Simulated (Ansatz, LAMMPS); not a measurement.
# An extra electron or hole in amorphous 59Ga2O3-41P2O5 (mol %) (128 atoms), part 4 of 4

Aim: add and remove one electron in amorphous 59Ga2O3-41P2O5 (mol %) (128 atoms), with atoms held and relaxed, and read trapping energy and localisation.

Ansatz 0.2.0; Kohn-Sham DFT, PBE, PAW (set soft_1), plane waves.

The cell: 26 Ga, 18 P and 84 O. The quench rate of 100 K/ps far exceeds what a furnace or splat quench reaches. The network of bonds at the start is that of the classical potential that made the cell. Sampling is at Γ alone, for a cell whose shortest periodic width is 12 Å.

So far. Step 8 (Neutral at the geometry of the electron): Neutral at the geometry of the electron: the energy stands 0.0225 eV above that of the reference. Step 9 (An extra hole, atoms held): An extra hole, atoms held: the energy stands 4.59 eV below that of the reference, with a moment of 0.99 μB.

### Step 9. An extra hole, atoms held (continued)

Spin density in the ac plane at fractional y = 0.189, with atoms of Ga and P and O within 0.2 Å of it.

Values in units of 1e-2 e/Å³, 13 rows by 16 columns, each cell a mean:
```
0.0 0.0 0.0 0.0 0.0 0.0 0.0 0.0 0.0 0.0 0.0 0.0 0.0 0.0 0.0 0.0
0.0 0.0 0.0 0.0 0.0 0.0 0.0 0.1 0.1 0.0 0.0 0.0 0.0 0.0 0.3 0.1
0.0 0.0 0.0 0.0 0.0 0.0 0.0 0.1 0.0 0.0 0.0 0.0 0.0 0.0 0.1 0.0
0.0 0.0 0.0 0.0 0.0 0.0 0.0 0.0 0.0 0.0 0.1 0.0 0.0 0.0 0.0 0.0
0.0 0.0 0.0 0.0 0.0 0.0 0.0 0.1 0.0 0.0 0.0 0.0 0.0 0.0 0.5 0.1
0.0 0.0 0.1 0.0 0.0 0.0 0.0 0.0 0.0 0.0 0.0 0.0 0.0 0.0 0.0 0.0
0.0 0.2 0.4 0.0 0.0 0.1 0.0 0.0 0.0 0.0 0.0 0.3 0.7 0.0 0.0 0.0
0.0 0.1 0.1 0.0 0.0 0.0 0.0 0.0 0.0 0.0 0.0 0.1 0.2 0.0 0.0 0.0
0.0 0.0 0.0 0.0 0.0 0.0 0.0 0.0 0.0 0.0 0.0 0.0 0.0 0.0 0.0 0.0
0.0 0.0 0.0 0.0 0.0 0.0 0.0 0.0 0.0 0.0 0.0 0.0 0.0 0.0 0.0 0.0
0.0 0.5 0.2 0.0 0.0 0.0 0.0 0.0 0.0 0.0 0.0 0.0 0.0 0.0 0.0 0.0
0.0 0.7 0.3 0.0 0.0 0.0 0.0 0.0 0.0 0.0 0.0 0.0 0.0 0.2 1.4 0.6
0.0 0.0 0.0 0.0 0.0 0.0 0.0 0.0 0.1 0.0 0.0 0.0 0.0 0.0 0.3 0.5
```
Columns run along a (11.6 Å), rows up along c (11.6 Å). Atoms in or near the plane, at fractional coordinates: Ga at (0.96, 0.46), Ga at (0.24, 0.37), P at (0.98, 0.76), P at (0.98, 0.19), O at (0.91, 0.65), O at (0.47, 0.64), O at (0.91, 0.09), O at (0.11, 0.16), O at (0.90, 0.87).

### Step 10. An extra hole, atoms relaxed

The atoms now respond to the charge; the energy gained comes from screening by the atoms, from trapping if the charge localises, and from any strain left in the reference.

Input and log are left out; they have the form of those shown for this kind of step.

It took 7.4 min on 4 threads of Intel Xeon Platinum 8488C (Sapphire Rapids), shared host; peak memory 4.4 GiB; 29 min of CPU time.

The relaxation converged after 7 steps, 0.0546 eV below its start, with a largest force component of 0.029 eV/Å.

An extra hole, atoms relaxed: the energy stands 4.65 eV below that of the reference, with a moment of 1.00 μB.

### Step 11. An extra hole, levels at the relaxed geometry

A single point at the new geometry gives levels and spin density.

Input and log are left out; they have the form of those shown for this kind of step.

Run time: 2.2 min. Hardware: 4 threads of Intel Xeon Platinum 8488C (Sapphire Rapids), shared host; peak memory 4.5 GiB; 8.6 min of CPU time.

An extra hole, levels at the relaxed geometry: the energy stands 4.65 eV below that of the reference, with a moment of 1.00 μB.

Local excerpt of 14 atoms (numbers count through the whole input) about O126, which holds the most spin; x, y, z are measured from there.

```csv
atom,x,y,z,distance (Å),intrinsic-atomic-orbital charge (e),moment (μB)
O126,0.00,0.00,0.00,0.00,-0.66,0.17
Ga25,-1.00,0.43,1.41,1.78,1.12,0.00
Ga9,0.67,0.93,-1.39,1.80,1.12,0.00
O94,1.15,-0.43,-2.51,2.79,-0.80,0.01
O71,1.85,-0.44,2.19,2.90,-0.79,0.01
O63,-1.36,-2.69,0.18,3.03,-0.81,0.00
O121,-2.09,1.91,1.09,3.03,-0.80,0.00
O119,-0.61,2.18,-2.03,3.04,-0.72,0.00
O73,-0.06,1.01,2.91,3.09,-0.82,0.00
O81,-1.89,-0.05,-2.50,3.14,-0.80,0.00
O64,-2.03,-0.86,2.30,3.19,-0.73,0.00
O75,3.19,0.24,-0.06,3.20,-0.81,0.01
O125,0.78,-3.00,-1.09,3.28,-0.79,0.00
O86,2.24,2.01,-1.46,3.34,-0.80,0.00
```

The distance from O126 to O71 changes most, from 2.96 Å in the neutral cell to 2.90 Å.

The levels nearest the highest filled one (over half full), pooled over k-points and spins:

```csv
level less the highest filled one (eV),occupation
-0.0721,1
-0.0506,0.997
-0.0307,0.98
0,0.691
0.015,0.332
2.97,0
2.98,0
4.12,0
```

Spin density in the ac plane at fractional y = 0.188, with atoms of Ga and P and O within 0.2 Å of it.

Ten even steps from '0' (-0.04 × 1e-2 e/Å³) to '9' (2.26 × 1e-2 e/Å³), each cell a mean:
```
000000000000000000000000000000000
000000000000000000000000000000000
000000000000000000000000000000000
000000000000000210000000000001000
000000000000000100000000000000000
000000000000000000000000000000000
000000000000000000000000000000000
000000000000000000000000000000000
000000000000000000000000000000100
000000000000000000000000000000000
000000000000000000000000000000000
000121000000000000000000000000000
000021000000000000000000120000000
000100000000000000000000000000000
000000000000000000000000000000000
000000000000000000000000000000000
000000000000000000000000000000000
000000000000000000000000000000000
000000000000000000000000000000000
000320000000000000000000000000000
002970000000000000000000000013100
000110000000000000000000000029851
000000000000000000000000000001771
000000000000000000000000000000010
```
Columns run along a (11.6 Å), rows up along c (11.6 Å). Atoms in or near the plane, at fractional coordinates: Ga at (0.96, 0.46), Ga at (0.24, 0.37), P at (0.98, 0.76), P at (0.98, 0.19), O at (0.91, 0.65), O at (0.47, 0.64), O at (0.91, 0.09), O at (0.11, 0.15), O at (0.90, 0.87).

### Step 12. Neutral at the geometry of the hole

The neutral cell at the new geometry gives the energy of that geometry without the charge.

Input and log are left out; they have the form of those shown for this kind of step.

Wall time 35 s (4 threads of Intel Xeon Platinum 8488C (Sapphire Rapids), shared host); peak memory 2.7 GiB.

Neutral at the geometry of the hole: the energy stands 0.0854 eV above that of the reference.

### Step 13. Energies and spread of the extra charge

Energies are differences within one cell and functional; the shift is the gain plus the neutral cell's energy at the new geometry, that is how much cheaper the vertical process becomes there. The spread is the participation number of the site moments (1/Σw², over the spin inside atomic spheres), with the atom that holds the largest share and the spin that the spheres hold in all.

```csv
carrier,"charged less neutral, atoms held (eV)",gain on relaxing (eV),"neutral cell at that geometry, less the reference (eV)",shift of the vertical energy (eV),"spread, atoms held","spread, relaxed"
electron,7.559,0.024,0.022,0.046,91; Ga6 2 % of 0.21 μB,88; Ga21 3 % of 0.23 μB
hole,-4.592,0.055,0.085,0.140,25; O126 14 % of 0.79 μB,13; O126 21 % of 0.81 μB
```

### Step 14. Outcome

The extra electron gains 0.024 eV as the atoms relax, and its spin stays on about 88 atoms: it stays spread out at this level. The cell with the electron ends on a moment of 0.60 μB, short of the 1 μB of one unpaired electron, so the spin density holds only part of the carrier. With the atoms held, the spheres hold only 0.21 of the 0.55 μB, so the spread is read from a small part of the spin. The extra hole gains 0.055 eV as the atoms relax, and its spin goes from about 25 to 13 atoms: a partial localisation as the atoms move, with the largest share on O126. The hole is shared among 3 partly filled levels, as near-degenerate levels under the smearing give, and as self-interaction favours. Adding the two vertical energies gives 2.97 eV, against a gap of 2.74 eV in the neutral cell. The zero of the potential cancels in this sum; the excess isn't taken apart here: charging of a small cell, filling of bands on a coarse mesh and the attraction to the background can all enter.

Caveats: Single energies of charged cells hang on the program's zero of potential. In the spin-polarised runs the search for a state of lower energy was switched off. No distortion was seeded, so a trapped state behind a barrier can't be found. Local and semilocal functionals favour spread-out charges, so trapping can be missed. Charged cells carry a uniform background, with no correction for images.

The DFT runs together took 24 min of wall time.

[Logs are printed without paths, hosts, clocks, repeated set-up lines and the standing remarks that a program may print on its own settings, such as how far it seeks lower states.]

[Hosts, paths, dates, database ids (printed as entryN), source tags and the programs' standing remarks are cut or masked in the printed files.]
